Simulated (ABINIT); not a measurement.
## RbCaH3 (Pm-3m): G0W0 in ABINIT against the wavefunction cutoff in GW

Wanted: the cheapest wavefunction cutoff in GW that holds the gap of RbCaH3 (Pm-3m).

Calculated with ABINIT 10.8.3; LDA and many-body steps on it, plane waves.

## 1. The starting structure

It takes space group Pm-3m (No. 221, cubic). The conventional cell has a = 4.547 Å, b = 4.547 Å, c = 4.547 Å, α = 90.00°, β = 90.00°, γ = 90.00°. Nearest to Rb lie 12 H at 3.22 Å. Ca has 6 H at 2.27 Å nearest. Nearest to H lie 2 Ca at 2.27 Å and 8 H at 3.22 Å and 4 Rb at 3.22 Å. Farther neighbours are not listed.

The cell and positions come from the Crystallography Open Database and are kept as given unless a step says otherwise.

## 2. Screening, 2×2×2 mesh, 49 bands, screening to 106.1 eV

This step: ABINIT 10.8.3; RPA screening on LDA, plane waves, norm-conserving pseudopotentials.

The RPA dielectric matrix is built and inverted for each q.

File run.abi:

```
acell 3*1.0 Angstrom
rprim 
  4.547000000000 0.000000000000 0.000000000000
  0.000000000000 4.547000000000 0.000000000000
  0.000000000000 0.000000000000 4.547000000000
ntypat 3
znucl 37 20 1
natom 5
typat 1 2 3 3 3
xred 
  0.000000000000 0.000000000000 0.000000000000
  0.500000000000 0.500000000000 0.500000000000
  0.000000000000 0.500000000000 0.500000000000
  0.500000000000 0.000000000000 0.500000000000
  0.500000000000 0.500000000000 0.000000000000
pp_dirpath "pseudos"
pseudos "Rb.upf, Ca.upf, H.upf"
ecut 31
ngkpt 2 2 2
nshiftk 1
shiftk 0 0 0
kptopt 1
chksymbreak 0
istwfk *1
occopt 1
irdwfk 1
optdriver 3
nband 49
ecuteps 3.9
inclvkb 2
awtr 1
symchi 1
ecutwfn 9.3
indata_prefix "in"
outdata_prefix "out"
tmpdata_prefix "tmp"
```

Command:

```console
$ OMP_NUM_THREADS=1 mpirun -n 4 abinit run.abi > log
```

The log of the run:

```text
.Version 10.8.3 of ABINIT. v10.8.2 released Aug 2026.

 Symmetries : space group Pm -3 m (#221); Bravais cP (primitive cubic)
[... echo of the input left out ...]
== DATASET  1 ==================================================================
-   mpi_nproc: 4, omp_nthreads: 1 (-1 if OMP is not activated)

--- !DatasetInfo
iteration_state: {dtset: 1, }
dimensions: {natom: 5, nkpt: 4, mband: 49, nsppol: 1, nspinor: 1, nspden: 1, mpw: 912, }
cutoff_energies: {ecut:   9.3, pawecutdg:  -1.0, }
electrons: {nelect:   2.20000000E+01, charge:   0.00000000E+00, occopt:   1.00000000E+00, tsmear:   1.00000000E-02, }

 SCREENING: Calculation of the susceptibility and dielectric matrices

 Based on a program developped by R.W. Godby, V. Olevano, G. Onida, and L. Reining.
 Incorporated in ABINIT by V. Olevano, G.-M. Rignanese, and M. Torrent.
.Using double precision arithmetic ; gwpc =  8

[... cell and pseudopotentials left out ...]
--------------------------------------------------------------------------------

 ==== K-mesh for the wavefunctions ====
 Number of points in the irreducible wedge :     4
[... list of points left out ...]
 Together with 48 symmetry operations and time-reversal symmetry
 yields     8 points in the full Brillouin Zone.

 ==== Q-mesh for the screening function ====
 Number of points in the irreducible wedge :     4
[... list of points left out ...]
 Together with 48 symmetry operations and time-reversal symmetry
 yields     8 points in the full Brillouin Zone.

 setmesh: FFT mesh size selected  =    20x   20x   20
          total number of points  =         8000

 vcoul_init : cutoff-mode = AUXILIARY_FUNCTION
 q-points for optical limit:   1
     1)      0.000010    0.000020    0.000030

- screening: taking advantage of time-reversal symmetry
- Maximum band index for partially occupied states nbvw = 11
- Remaining bands to be divided among processors   nbcw = 38
- Number of bands treated by each node ~9

 Number of electrons calculated from density =   21.9552; Expected =   22.0000
 average of density, n =  0.034607
 r_s =    1.9036
 omega_plasma =   17.9448 [eV]

 calculating chi0 at frequencies [eV] :
  1    0.000000E+00    0.000000E+00
  2    0.000000E+00    1.794479E+01

--------------------------------------------------------------------------------
  q-point number  1        q = ( 0.000000, 0.000000, 0.000000) [r.l.u.]
--------------------------------------------------------------------------------
[... chi0 elements left out ...]
 For q-point:  0.000010 0.000020 0.000030
  dielectric constant =   3.7838
  dielectric constant without local fields =   4.2738

  Average fulfillment of the sum rule on Im[epsilon] for q-point    1 :     53.62  [%]
[... wings left out ...]
  q-point number  2        q = ( 0.500000, 0.000000, 0.000000) [r.l.u.]
--------------------------------------------------------------------------------
[... chi0 elements left out ...]
  Average fulfillment of the sum rule on Im[epsilon] for q-point    2 :     65.24  [%]

 [... 2 further q-points ...]
```

Wall time 3.3 s (4 MPI ranks of Arm Neoverse V1, shared host); peak memory 0.32 GiB.

Numbers from this step:

```
ε∞ with local fields, on this mesh, along the program's q direction : 3.784
the same without local fields                                       : 4.274
plasma frequency                                                    : 17.94 eV
plane waves in the screening matrix                                 : 251
```

Local fields lower ε∞ by 11 %. On a Γ-centred mesh this coarse the value itself is usually too large, while a short band sum pulls it down.

## 3. 9.3 Ha

This step: G0W0 on LDA, plane waves, norm-conserving pseudopotentials.

run.abi: that of step 2 with these lines changed.

```diff
@@ -26,8 +26,17 @@
 irdwfk 1
-optdriver 3
+optdriver 4
 nband 49
+gwcalctyp 0
+ecutsigx 9.3
+symsigma 1
+nkptgw 2
+kptgw 
+  0.5000000000 0.5000000000 0.0000000000
+  0.0000000000 0.0000000000 0.0000000000
+bdgw 
+  10 14
+  10 14
 ecuteps 3.9
-inclvkb 2
-awtr 1
-symchi 1
+irdscr 1
+ppmodel 1
 ecutwfn 9.3
```

The log of the run:

```text
.Version 10.8.3 of ABINIT. v10.8.2 released Aug 2026.

 Symmetries : space group Pm -3 m (#221); Bravais cP (primitive cubic)
[... echo of the input left out ...]
== DATASET  1 ==================================================================
-   mpi_nproc: 4, omp_nthreads: 1 (-1 if OMP is not activated)

--- !DatasetInfo
iteration_state: {dtset: 1, }
dimensions: {natom: 5, nkpt: 4, mband: 49, nsppol: 1, nspinor: 1, nspden: 1, mpw: 912, }
cutoff_energies: {ecut:   9.3, pawecutdg:  -1.0, }
electrons: {nelect:   2.20000000E+01, charge:   0.00000000E+00, occopt:   1.00000000E+00, tsmear:   1.00000000E-02, }

 SIGMA: Calculation of the GW corrections

 Based on a program developped by R.W. Godby, V. Olevano, G. Onida, and L. Reining.
 Incorporated in ABINIT by V. Olevano, G.-M. Rignanese, and M. Torrent.
.Using double precision arithmetic ; gwpc =  8

[... cell and pseudopotentials left out ...]
--------------------------------------------------------------------------------

 ==== K-mesh for the wavefunctions ====
 Number of points in the irreducible wedge :     4
[... list of points left out ...]
 Together with 48 symmetry operations and time-reversal symmetry
 yields     8 points in the full Brillouin Zone.

 ==== Q-mesh for screening function ====
 Number of points in the irreducible wedge :     4
[... list of points left out ...]
 Together with 48 symmetry operations and time-reversal symmetry
 yields     8 points in the full Brillouin Zone.

 vcoul_init : cutoff-mode = AUXILIARY_FUNCTION
 q-points for optical limit:   1
     1)      0.000010    0.000020    0.000030
 setmesh: FFT mesh size selected  =    24x   24x   24
          total number of points  =        13824

 Number of electrons calculated from density =   21.9552; Expected =   22.0000
 average of density, n =  0.034607
 r_s =    1.9036
 omega_plasma =   17.9448 [eV]

 === KS Band Gaps ===
  >>>> For spin  1
   Minimum direct gap =   2.9320 [eV], located at k-point      :   0.5000  0.5000  0.0000
   Fundamental gap    =   2.9320 [eV], Top of valence bands at :   0.5000  0.5000  0.0000
                                       Bottom of conduction at :   0.5000  0.5000  0.0000
 SIGMA fundamental parameters:
 PLASMON POLE MODEL  1
 number of plane-waves for SigmaX                  847
 number of plane-waves for SigmaC and W            251
 number of plane-waves for wavefunctions           847
 number of bands                                    49
 number of independent spin polarizations            1
 number of spinorial components                      1
 number of k-points in IBZ                           4
 number of q-points in IBZ                           4
 number of symmetry operations                      48
 number of k-points in BZ                            8
 number of q-points in BZ                            8
 number of frequencies for dSigma/dE                 9
 frequency step for dSigma/dE [eV]                0.25
 number of omega for Sigma on real axis              0
 max omega for Sigma on real axis  [eV]           0.00
 zcut for avoiding poles [eV]                     0.10

 EPSILON^-1 parameters (SCR file):
 dimension of the eps^-1 matrix on file            251
 dimension of the eps^-1 matrix used               251
 number of plane-waves for wavefunctions           847
 number of bands                                    49
 number of q-points in IBZ                           4
 number of frequencies                               2
 number of real frequencies                          1
 number of imag frequencies                          1

 matrix elements of self-energy operator (all in [eV])

 Perturbative Calculation

--- !SelfEnergy_ee
iteration_state: {dtset: 1, }
kpoint     : [   0.500,    0.500,    0.000, ]
spin       : 1
KS_gap     :    2.932
QP_gap     :    5.367
Delta_QP_KS:    2.435
data: !SigmaeeData |
     Band     E0 <VxcDFT>   SigX SigC(E0)      Z dSigC/dE  Sig(E)    E-E0       E
       10  -0.178 -10.517 -13.953   2.322   0.780  -0.282 -11.386  -0.869  -1.046
       11  -0.178 -10.517 -13.953   2.322   0.780  -0.282 -11.386  -0.869  -1.046
       12   2.754  -8.475  -3.616  -2.964   0.826  -0.210  -6.909   1.567   4.321
       13   4.654 -10.696  -4.588  -3.270   0.810  -0.234  -8.397   2.299   6.953
       14   4.654 -10.696  -4.588  -3.270   0.810  -0.234  -8.397   2.299   6.953

--- !SelfEnergy_ee
iteration_state: {dtset: 1, }
kpoint     : [   0.000,    0.000,    0.000, ]
spin       : 1
KS_gap     :    6.262
QP_gap     :    9.682
Delta_QP_KS:    3.420
data: !SigmaeeData |
     Band     E0 <VxcDFT>   SigX SigC(E0)      Z dSigC/dE  Sig(E)    E-E0       E
       10  -0.543 -10.547 -13.596   2.238   0.777  -0.287 -11.177  -0.630  -1.173
       11  -0.543 -10.547 -13.596   2.238   0.777  -0.287 -11.177  -0.630  -1.173
       12   5.719 -12.561  -5.460  -3.569   0.790  -0.266  -9.771   2.790   8.508
       13   5.719 -12.561  -5.460  -3.569   0.790  -0.266  -9.771   2.790   8.508
       14   5.719 -12.561  -5.460  -3.569   0.790  -0.266  -9.771   2.790   8.508

== END DATASET(S) ==============================================================
================================================================================

 -outvars: echo values of variables after computation  --------
           etotal      0.0000000000E+00
            nband          49
             nkpt           4
          spgroup         221
 [... the other variables as echoed above ...]

 Calculation completed.
```

Elapsed: 4.7 s, on 4 MPI ranks; peak memory 0.34 GiB; 18 s of CPU time.

This step gave:

| Item | Value |
| --- | --- |
| G0W0 gap on the points computed | 5.367 eV |
| starting gap on the mesh | 2.932 eV |
| k of the valence top | 0.5, 0.5, 0 |
| k of the conduction bottom | 0.5, 0.5, 0 |
| Z at the valence top | 0.78 |
| Z at the conduction bottom | 0.826 |
| least direct G0W0 gap on the computed points | 5.367 eV |

## 4. Screening, 2×2×2 mesh, 49 bands, screening to 106.1 eV

This step: RPA screening on LDA, plane waves, norm-conserving pseudopotentials.

run.abi: that of step 3 with these lines changed.

```diff
@@ -26,18 +26,9 @@
 irdwfk 1
-optdriver 4
+optdriver 3
 nband 49
-gwcalctyp 0
-ecutsigx 9.3
-symsigma 1
-nkptgw 2
-kptgw 
-  0.5000000000 0.5000000000 0.0000000000
-  0.0000000000 0.0000000000 0.0000000000
-bdgw 
-  10 14
-  10 14
 ecuteps 3.9
-irdscr 1
-ppmodel 1
-ecutwfn 9.3
+inclvkb 2
+awtr 1
+symchi 1
+ecutwfn 15.5
 indata_prefix "in"
```

The log of the run:

```text
.Version 10.8.3 of ABINIT. v10.8.2 released Aug 2026.

 Symmetries : space group Pm -3 m (#221); Bravais cP (primitive cubic)
[... echo of the input left out ...]
== DATASET  1 ==================================================================
-   mpi_nproc: 4, omp_nthreads: 1 (-1 if OMP is not activated)

--- !DatasetInfo
iteration_state: {dtset: 1, }
dimensions: {natom: 5, nkpt: 4, mband: 49, nsppol: 1, nspinor: 1, nspden: 1, mpw: 1856, }
cutoff_energies: {ecut:  15.5, pawecutdg:  -1.0, }
electrons: {nelect:   2.20000000E+01, charge:   0.00000000E+00, occopt:   1.00000000E+00, tsmear:   1.00000000E-02, }

 SCREENING: Calculation of the susceptibility and dielectric matrices

 Based on a program developped by R.W. Godby, V. Olevano, G. Onida, and L. Reining.
 Incorporated in ABINIT by V. Olevano, G.-M. Rignanese, and M. Torrent.
.Using double precision arithmetic ; gwpc =  8

[... cell and pseudopotentials left out ...]
--------------------------------------------------------------------------------

 ==== K-mesh for the wavefunctions ====
 Number of points in the irreducible wedge :     4
[... list of points left out ...]
 Together with 48 symmetry operations and time-reversal symmetry
 yields     8 points in the full Brillouin Zone.

 ==== Q-mesh for the screening function ====
 Number of points in the irreducible wedge :     4
[... list of points left out ...]
 Together with 48 symmetry operations and time-reversal symmetry
 yields     8 points in the full Brillouin Zone.

 setmesh: FFT mesh size selected  =    24x   24x   24
          total number of points  =        13824

 vcoul_init : cutoff-mode = AUXILIARY_FUNCTION
 q-points for optical limit:   1
     1)      0.000010    0.000020    0.000030

- screening: taking advantage of time-reversal symmetry
- Maximum band index for partially occupied states nbvw = 11
- Remaining bands to be divided among processors   nbcw = 38
- Number of bands treated by each node ~9

 Number of electrons calculated from density =   21.9963; Expected =   22.0000
 average of density, n =  0.034672
 r_s =    1.9024
 omega_plasma =   17.9616 [eV]

 calculating chi0 at frequencies [eV] :
  1    0.000000E+00    0.000000E+00
  2    0.000000E+00    1.796160E+01

--------------------------------------------------------------------------------
  q-point number  1        q = ( 0.000000, 0.000000, 0.000000) [r.l.u.]
--------------------------------------------------------------------------------
[... chi0 elements left out ...]
 For q-point:  0.000010 0.000020 0.000030
  dielectric constant =   3.7902
  dielectric constant without local fields =   4.2808

  Average fulfillment of the sum rule on Im[epsilon] for q-point    1 :     53.90  [%]
[... wings left out ...]
  q-point number  2        q = ( 0.500000, 0.000000, 0.000000) [r.l.u.]
--------------------------------------------------------------------------------
[... chi0 elements left out ...]
  Average fulfillment of the sum rule on Im[epsilon] for q-point    2 :     65.49  [%]

 [... 2 further q-points ...]
```

It took 3.9 s on 4 MPI ranks; peak memory 0.37 GiB.

This step gave:

- ε∞ with local fields, on this mesh, along the program's q direction: 3.790
- the same without local fields: 4.281
- plasma frequency: 17.96 eV
- plane waves in the screening matrix: 251

## 5. 15.5 Ha

The self-energy is evaluated for the states that the input lists, and the levels follow from it, in one-shot runs by the linearised quasiparticle equation.

This step: G0W0 on LDA, plane waves, norm-conserving pseudopotentials.

run.abi: that of step 4 with these lines changed.

```diff
@@ -26,8 +26,17 @@
 irdwfk 1
-optdriver 3
+optdriver 4
 nband 49
+gwcalctyp 0
+ecutsigx 15.5
+symsigma 1
+nkptgw 2
+kptgw 
+  0.5000000000 0.5000000000 0.0000000000
+  0.0000000000 0.0000000000 0.0000000000
+bdgw 
+  10 14
+  10 14
 ecuteps 3.9
-inclvkb 2
-awtr 1
-symchi 1
+irdscr 1
+ppmodel 1
 ecutwfn 15.5
```

The log of the run:

```text
.Version 10.8.3 of ABINIT. v10.8.2 released Aug 2026.

 Symmetries : space group Pm -3 m (#221); Bravais cP (primitive cubic)
[... echo of the input left out ...]
== DATASET  1 ==================================================================
-   mpi_nproc: 4, omp_nthreads: 1 (-1 if OMP is not activated)

--- !DatasetInfo
iteration_state: {dtset: 1, }
dimensions: {natom: 5, nkpt: 4, mband: 49, nsppol: 1, nspinor: 1, nspden: 1, mpw: 1856, }
cutoff_energies: {ecut:  15.5, pawecutdg:  -1.0, }
electrons: {nelect:   2.20000000E+01, charge:   0.00000000E+00, occopt:   1.00000000E+00, tsmear:   1.00000000E-02, }

 SIGMA: Calculation of the GW corrections

 Based on a program developped by R.W. Godby, V. Olevano, G. Onida, and L. Reining.
 Incorporated in ABINIT by V. Olevano, G.-M. Rignanese, and M. Torrent.
.Using double precision arithmetic ; gwpc =  8

[... cell and pseudopotentials left out ...]
--------------------------------------------------------------------------------

 ==== K-mesh for the wavefunctions ====
 Number of points in the irreducible wedge :     4
[... list of points left out ...]
 Together with 48 symmetry operations and time-reversal symmetry
 yields     8 points in the full Brillouin Zone.

 ==== Q-mesh for screening function ====
 Number of points in the irreducible wedge :     4
[... list of points left out ...]
 Together with 48 symmetry operations and time-reversal symmetry
 yields     8 points in the full Brillouin Zone.

 vcoul_init : cutoff-mode = AUXILIARY_FUNCTION
 q-points for optical limit:   1
     1)      0.000010    0.000020    0.000030
 setmesh: FFT mesh size selected  =    32x   32x   32
          total number of points  =        32768

 Number of electrons calculated from density =   21.9963; Expected =   22.0000
[...]
number of omega for Sigma on real axis              0
 max omega for Sigma on real axis  [eV]           0.00
 zcut for avoiding poles [eV]                     0.10

 EPSILON^-1 parameters (SCR file):
 dimension of the eps^-1 matrix on file            251
 dimension of the eps^-1 matrix used               251
 number of plane-waves for wavefunctions          1839
 number of bands                                    49
 number of q-points in IBZ                           4
 number of frequencies                               2
 number of real frequencies                          1
 number of imag frequencies                          1

 matrix elements of self-energy operator (all in [eV])

 Perturbative Calculation

--- !SelfEnergy_ee
iteration_state: {dtset: 1, }
kpoint     : [   0.500,    0.500,    0.000, ]
spin       : 1
KS_gap     :    2.932
QP_gap     :    5.371
Delta_QP_KS:    2.439
data: !SigmaeeData |
     Band     E0 <VxcDFT>   SigX SigC(E0)      Z dSigC/dE  Sig(E)    E-E0       E
       10  -0.178 -10.553 -14.020   2.323   0.779  -0.283 -11.445  -0.892  -1.069
       11  -0.178 -10.553 -14.020   2.323   0.779  -0.283 -11.445  -0.892  -1.069
       12   2.754  -8.592  -3.717  -2.998   0.824  -0.213  -7.044   1.547   4.302
[...]
--- !SelfEnergy_ee
iteration_state: {dtset: 1, }
kpoint     : [   0.000,    0.000,    0.000, ]
spin       : 1
KS_gap     :    6.262
QP_gap     :    9.647
Delta_QP_KS:    3.385
data: !SigmaeeData |
     Band     E0 <VxcDFT>   SigX SigC(E0)      Z dSigC/dE  Sig(E)    E-E0       E
[...]
13   5.719 -13.104  -5.867  -3.735   0.784  -0.275 -10.358   2.745   8.464
       14   5.719 -13.104  -5.867  -3.735   0.784  -0.275 -10.358   2.745   8.464

== END DATASET(S) ==============================================================
================================================================================

 -outvars: echo values of variables after computation  --------
           etotal      0.0000000000E+00
            nband          49
             nkpt           4
          spgroup         221
 [... the other variables as echoed above ...]

 Calculation completed.
```

Run time: 4.8 s. Hardware: 4 MPI ranks; peak memory 0.4 GiB.

This step gave:

```
G0W0 gap on the points computed              : 5.371 eV
starting gap on the mesh                     : 2.932 eV
k of the valence top                         : 0.5, 0.5, 0
k of the conduction bottom                   : 0.5, 0.5, 0
Z at the valence top                         : 0.779
Z at the conduction bottom                   : 0.824
least direct G0W0 gap on the computed points : 5.371 eV
```

The gap on the mesh goes from 2.93 eV to 5.37 eV, a correction of +2.44 eV.

(Part 1 of 2 ends here.)

[Paths, hosts, dates, memory and timing lines, banners, echoed tables and standing remarks are left out of the program output.]

[Logs are printed without paths, hosts, clocks, repeated set-up lines and the standing remarks that a program may print on its own settings, such as how far it seeks lower states.]

[Runs of the session that timed out or met a known fault of the program may be left out.]

[No measured gap is set beside runs whose start may be inverted or whose files or cutoffs have a known fault.]

[Hosts, paths, dates, database ids (printed as entryN), source tags and the programs' standing remarks are cut or masked in the printed files.]

[G0W0 gaps are taken among the corrected bands and points alone; a level outside them can change the order at an edge.]

[Where Ansatz stands beside ABINIT at settings called matched, ABINIT's density can come from a denser mesh and the files from another edition; pairs whose starting gaps differed by over 0.03 eV were left out, so agreement reads better than it is.]
